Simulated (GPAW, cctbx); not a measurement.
# By hand: from a DFT structure factor to an extinction distance in TiGeBi

TiGeBi, P4/nmm (no. 129, origin choice 1), a = 3.8178 Å, b = 3.8178 Å, c = 8.4242 Å, α = 90.00°, β = 90.00°, γ = 90.00°.

```
atom  mult.    x    y       z
 Bi1      2    0  1/2  0.3772
 Ge1      2  1/2  1/2       0
 Ti1      2    0  1/2  0.7623
```

The cell comes from substitution in a known structure type and wasn't matched to any measured phase.

A DFT run (GPAW, PBE, 450 eV, 6×6×3 k-points (along the axes of the calculation cell), Fermi–Dirac width 0.1 eV) gives the static X-ray structure factor of 001 as 50.992 e for the conventional cell; superposed free atoms give 51.124 e. **Problem.** Find the Fourier component V of the crystal potential and the two-beam extinction distance at 300 kV in both cases.

### 1. Geometry

The cell volume is Ω = 122.79 Å³ and d(001) = 8.4242 Å, so g = 1/d = 0.1187 Å⁻¹.

### 2. The nuclei

Electrons feel nuclei as well as electrons, so the nuclear charges are summed with the same phases.

Phase sums Σ exp(2πi h·x), turned so that the total is real and positive: Bi +1.434, Ge -2.000, Ti -0.154. Then F_Z = 83 × (+1.434) + 32 × (-2.000) + 22 × (-0.154) = 51.60 e. The electron term has the same sign for this reflection.

### 3. Mott–Bethe

Poisson's equation, term by term, gives V = (e/4πε₀)(F_Z − F)/(πΩg²), with e/4πε₀ = 14.3996 V Å.

The prefactor is 14.3996 × 8.4242²/(π × 122.79) = 2.64906 V per electron. Free atoms: (51.60 − 51.124) × 2.64906 = 1.263 V. Crystal: (51.60 − 50.992) × 2.64906 = 1.613 V. F changes by -0.26 % and V by +27.7 %: the same 0.13 e is measured against F_Z − F = 0.5 e in place of F = 51.1 e.

### 4. Extinction distance

In the two-beam case ξ = 1/(λU) with U = 2γm₀eV/h², that is ξ = 150.41 V Å²/(γλV).

At 300 kV, λ = 0.01969 Å and γ = 1.5871. Free atoms: ξ = 3811 Å. Crystal: ξ = 2985 Å. The thickness fringes go as sin²(πt/ξ), so the two patterns slip by a quarter of a period when t|1/ξ₁ − 1/ξ₀| = 1/4, at t ≈ 344 nm. Thermal motion, absorption and many-beam coupling, left out here, change a real pattern.

### 5. Answer

V(001) is 1.61 V against 1.26 V, and ξ is 2985 against 3811 Å. Limits: static atoms, two beams.

[Outputs are excerpts: Python notices, other lines and further rows are left out; steps that failed or that the build refused (PBEsol, TPSS) are not shown.]

[Logs are printed without paths, hosts, clocks, repeated set-up lines and the standing remarks that a program may print on its own settings, such as how far it seeks lower states.]
